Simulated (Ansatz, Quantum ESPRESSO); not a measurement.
## Ir (fcc): bulk modulus from a few volumes

How stiff is fcc Ir under hydrostatic load? Each row scales the relaxed cell evenly and relaxes the atoms. The phase is followed to these pressures whether or not it stays the stable one.

Calculated with Ansatz 0.2.0, PBEsol, PAW files of the set soft_1, cutoff 600 eV, Fermi–Dirac smearing 0.05 eV, k-mesh 19×19×19, no spin polarisation, no spin-orbit coupling.

Reference cell, relaxed at zero pressure with PBEsol (Fm-3m): a = 2.7087 Å, b = 2.7087 Å, c = 2.7087 Å, α = 60.00°, β = 60.00°, γ = 60.00°.

```
atom       x       y       z
  Ir  0.0000  0.0000  0.0000
```

| V (Å³/atom) | V/V0 | P (GPa) | E − E0 (meV/atom) |
| --- | --- | --- | --- |
| 13.2093 | 0.9400 | 27.914 | 69.1 |
| 13.4903 | 0.9600 | 17.473 | 29.4 |
| 13.7714 | 0.9800 | 8.212 | 7.1 |
| 14.3335 | 1.0200 | −7.275 | 6.5 |
| 14.6145 | 1.0400 | −13.718 | 25.0 |

V0 = 14.0524 Å³ an atom, where the residual pressure P0 is +0.001 GPa. **Question.** Fit the Birch–Murnaghan law and give the pressure and the energy at V = 14.8956 Å³ an atom, a row left out above.

With the Eulerian strain f = ½[(V0/V)^(2/3) − 1] and F = (P − P0)/[3f(1 + 2f)^(5/2)], the third-order law is the line F = B0 + (3/2) B0 (B′ − 4) f.

```csv
f,F (GPa)
0.02106,398.60
0.01379,394.43
0.00678,390.40
−0.00656,382.20
−0.01290,378.32
```

A straight line through the 5 rows: the means are 0.004434 for f and 388.79 for F, Σ(Δx)² = 0.0007908 and ΣΔxΔy = 0.4736, so the slope is 0.4736/0.0007908 = 598.87 and the intercept 388.79 − (598.87)(0.004434) = 386.13.

Hence B0 = 386.1 GPa and B′ = 4 + (598.9)/(1.5 × 386.1) = 5.03. For the withheld volume f = −0.01905, F = 374.73 GPa and P = −19.43 GPa, an extrapolation past the fitted rows. The run itself gives −19.42 GPa, so the estimate misses by 0.01 GPa, a rounding's worth.

Integrating the same law gives E − E0 = (9/2) B0 V0 f²[1 + (B′ − 4) f] + P0(V0 − V), with 1 GPa Å³ = 6.2415 meV: 54.2 meV an atom. The run itself gives 54.2 meV, so the estimate misses by 0.0 meV, a rounding's worth.

The same fit over all rows at other levels or in other programs gives B0 = 388 GPa with PBEsol (Quantum ESPRESSO, GBRV).

Measured bulk modulus: 339 GPa (pmc:6783540), against 386 GPa here (+14 %).

The calculation is for a static lattice, while measurements hold thermal and zero-point motion.

[Logs are printed without paths, hosts, clocks, repeated set-up lines and the standing remarks that a program may print on its own settings, such as how far it seeks lower states.]
